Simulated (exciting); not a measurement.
# Electron–core-hole interaction in the F K spectrum of KZnF3, part 3 of 3

How far do the exchange and direct terms reshape the F K edge of KZnF3?

exciting sodium; X-ray absorption, core-level Bethe-Salpeter equation, exchange and statically screened direct term, Tamm-Dancoff, all-electron LAPW+lo PBE.

So far. Step 6 (Exchange alone): Maxima (height): 3.7 eV (0.22), 7.2 eV (0.60), 10.7 eV (0.49), 18.4 eV (0.27) and 19.4 eV (0.27); 1 lower ones aren't listed. The spectrum differs from the independent-particle run by 2 % r.m.s. Step 7 (Direct term alone): Maxima (height): -0.5 eV (0.60), 2.8 eV (1.01), 7.6 eV (0.29), 14.4 eV (0.19) and 16.4 eV (0.23). Against the singlet run the r.m.s. difference is 3 %.

**8. Local-field cutoff**

Changed against the first singlet run: cutoff of the kernels (bohr⁻¹) from 3 to 1.5.

input.xml reads:

```
<input>
  <title>KZnF3</title>
  <structure speciespath="." autormt="false" epslat="1.0e-5">
    <crystal>
      <basevect>7.6533908033 0.0000000000 0.0000000000</basevect>
      <basevect>0.0000000000 7.6533908033 0.0000000000</basevect>
      <basevect>0.0000000000 0.0000000000 7.6533908033</basevect>
    </crystal>
    <species speciesfile="Zn.xml" rmt="2.152">
      <atom coord="0.5000000000 0.5000000000 0.5000000000"/>
    </species>
    <species speciesfile="K.xml" rmt="2.367">
      <atom coord="0.0000000000 0.0000000000 0.0000000000"/>
    </species>
    <species speciesfile="F.xml" rmt="1.560">
      <atom coord="0.5000000000 0.0000000000 0.5000000000"/>
      <atom coord="0.0000000000 0.5000000000 0.5000000000"/>
      <atom coord="0.5000000000 0.5000000000 0.0000000000"/>
    </species>
  </structure>
  <groundstate do="skip" xctype="GGA_PBE" ngridk="4 4 4" rgkmax="7" gmaxvr="14" nempty="8" swidth="0.001" maxscl="100" epsengy="1e-5"/>
  <xs xstype="BSE" ngridk="4 4 4" ngridq="4 4 4" vkloff="0.097 0.273 0.493" rgkmax="7" nempty="33" gqmax="1.5" lmaxapwwf="5" lmaxemat="2" broad="0.01654" tevout="true">
    <energywindow intv="23.686 25.303" points="439"/>
    <screening screentype="full" nempty="54"/>
    <BSE xas="true" xasspecies="3" xasatom="1" xasedge="K" bsetype="singlet" nstlxas="1 29"/>
    <qpointset>
      <qpoint>0 0 0</qpoint>
    </qpointset>
    <plan>
      <doonly task="xsgeneigvec"/>
      <doonly task="screen"/>
      <doonly task="scrcoulint"/>
      <doonly task="exccoulint"/>
    </plan>
  </xs>
</input>
```

input.xml for the last start (plan only) reads:

```
  <plan>
    <doonly task="bse"/>
  </plan>
```

Command:

```console
$ OMP_NUM_THREADS=1 mpirun -n 2 exciting
$ OMP_NUM_THREADS=2 exciting
```

Numbers of over 12 decimals in the logs are rounded to 6 here.

Output:

```text
| EXCITING SODIUM started for task xsgeneigvec ( 301)                          =
One-shot GS runs for BSE calculations
One-shot GS runs for k+qmt/2 grids
Info(xsgeneigvec): Generating eigenvectors for Q-point      1
Info(xsgeneigvec): Generation of eigenvectors finished
| EXCITING SODIUM started for task screen ( 430)                               =
Info(screenlauncher): Calculating screening for unshifted q-grid.
Info(screenlauncher): Number of q points:      10
Info(screenlauncher): lowest (partially)  unoccupied state:     25
[...]
Info(setup_bse_block): Setting up RR part of hamiltonian
Info(setup_bse_block): Singlet spin state
Info(bse): Diagonalizing RR Hamiltonian (TDA)
Info(bse): Invoking Lapack routine ZHEEVR
      3712 eigen solutions found in the interval:
         i1=       1 i2=    3712
Info(bse): Writing excition energies and oscillator strengths to text file.
Info(makespectrum_dist): Making spectrum using formula for coupling with time reversed AR basis.
Info(makespectrum_dist): Using formalism for vanishing momentum transfer.
Info(writederived): Writing quantities derived from the macroscopic dielectric function.
Info(bselauncher): Spectrum finished for iqmt=  1
Info(bselauncher): All done for BSE type singlet
```

Wall time 9.4 min (2 MPI ranks of Arm Neoverse V2, shared host).

These settings are cheaper. Against the singlet run the r.m.s. difference is 9 %. The first bright state moves from -0.55 to -0.48 eV. The kernels miss the short-range part of the Coulomb interaction, its components above their cutoff.

| E (eV) | first run | this run |
| --- | --- | --- |
| -4.0 | 0.02 | 0.02 |
| -3.0 | 0.03 | 0.03 |
| -2.0 | 0.07 | 0.06 |
| -1.0 | 0.29 | 0.22 |
| 0.0 | 0.49 | 0.50 |
| 1.0 | 0.34 | 0.34 |
| 2.0 | 0.45 | 0.41 |
| 3.0 | 0.92 | 0.98 |
| 4.0 | 0.48 | 0.52 |
| 5.0 | 0.42 | 0.45 |
| 6.0 | 0.22 | 0.23 |
| 7.0 | 0.22 | 0.22 |
| 8.0 | 0.27 | 0.28 |
| 9.0 | 0.18 | 0.18 |
| 10.0 | 0.13 | 0.14 |
| 11.0 | 0.10 | 0.10 |
| 12.0 | 0.07 | 0.08 |
| 13.0 | 0.07 | 0.07 |
| 14.0 | 0.14 | 0.15 |
| 15.0 | 0.15 | 0.15 |
| 16.0 | 0.22 | 0.21 |
| 17.0 | 0.18 | 0.18 |
| 18.0 | 0.12 | 0.11 |
| 19.0 | 0.08 | 0.08 |
| 20.0 | 0.09 | 0.09 |
| 21.0 | 0.10 | 0.10 |
| 22.0 | 0.11 | 0.11 |

**9. The levels of theory side by side**

| level | curve passes 0.15 (eV) | highest maximum (eV) | its height |
| --- | --- | --- | --- |
| IP | 2.5 | 7.2 | 0.61 |
| RPA | 2.5 | 7.2 | 0.60 |
| direct only | -1.4 | 2.8 | 1.01 |
| singlet | -1.3 | 2.8 | 1.00 |

| E (eV) | IP | RPA | direct only | singlet |
| --- | --- | --- | --- | --- |
| -4.0 | 0.01 | 0.01 | 0.02 | 0.02 |
| -3.0 | 0.01 | 0.01 | 0.03 | 0.03 |
| -2.0 | 0.01 | 0.01 | 0.07 | 0.07 |
| -1.0 | 0.01 | 0.01 | 0.32 | 0.29 |
| 0.0 | 0.02 | 0.02 | 0.49 | 0.49 |
| 1.0 | 0.05 | 0.05 | 0.34 | 0.34 |
| 2.0 | 0.11 | 0.11 | 0.47 | 0.45 |
| 3.0 | 0.20 | 0.20 | 0.90 | 0.92 |
| 4.0 | 0.21 | 0.21 | 0.47 | 0.48 |
| 5.0 | 0.25 | 0.25 | 0.41 | 0.42 |
| 6.0 | 0.38 | 0.37 | 0.22 | 0.22 |
| 7.0 | 0.58 | 0.57 | 0.22 | 0.22 |
| 8.0 | 0.40 | 0.41 | 0.26 | 0.27 |
| 9.0 | 0.31 | 0.31 | 0.18 | 0.18 |
| 10.0 | 0.40 | 0.40 | 0.13 | 0.13 |
| 11.0 | 0.47 | 0.47 | 0.10 | 0.10 |
| 12.0 | 0.28 | 0.28 | 0.07 | 0.07 |
| 13.0 | 0.17 | 0.17 | 0.07 | 0.07 |
| 14.0 | 0.10 | 0.10 | 0.15 | 0.14 |
| 15.0 | 0.09 | 0.09 | 0.15 | 0.15 |
| 16.0 | 0.15 | 0.15 | 0.21 | 0.22 |
| 17.0 | 0.15 | 0.15 | 0.18 | 0.18 |
| 18.0 | 0.26 | 0.26 | 0.11 | 0.12 |
| 19.0 | 0.26 | 0.26 | 0.08 | 0.08 |
| 20.0 | 0.20 | 0.21 | 0.09 | 0.09 |
| 21.0 | 0.16 | 0.16 | 0.09 | 0.10 |
| 22.0 | 0.14 | 0.14 | 0.11 | 0.11 |

**10. Outcome**

* absorber and edge: F K, atom 3
* surroundings: 2 Zn at 2.02 Å (linear, site symmetry 4/mmm)
* first bright state: -0.55 eV from the Kohn–Sham onset, on this mesh
* highest maximum: 2.8 eV
* cost of the BSE run: 28 min on 2 MPI ranks of Arm Neoverse V2, shared host; the last task ran on as many threads

Is a core exciton bound? Yes on this mesh: the first bright state (over 5 % of the brightest) lies at -0.55 eV from the Kohn–Sham onset and at -0.95 eV from the lowest bare transition of its own mesh; weaker or dark states reach down to -1.34 eV. Exchange alone changes the independent-particle spectrum by 1.7 % r.m.s. Leaving exchange out of the full kernel changes the spectrum by 3 % r.m.s. With 64 k points the binding energies are rough, and fine structure above the first lines is partly noise of the mesh. The kernel cutoff is low for a compact core orbital, so the effect of exchange is a lower bound. The zero comes from the unshifted 4×4×4 ground-state mesh; it is exact only where the band minimum lies on that mesh. The Kohn–Sham onset, 657 eV, is no photon energy: the scale needs a rigid shift. No quasiparticle correction widens the gap or stretches the bands. Vibrations and energy-dependent lifetimes are left out. The structure is a published determination, not relaxed.

[Banner, clock and machine lines of the logs are left out without a mark of their own.]

[Logs are printed without paths, hosts, clocks, repeated set-up lines and the standing remarks that a program may print on its own settings, such as how far it seeks lower states.]

[Hosts, paths, dates, database ids (printed as entryN), source tags and the programs' standing remarks are cut or masked in the printed files.]
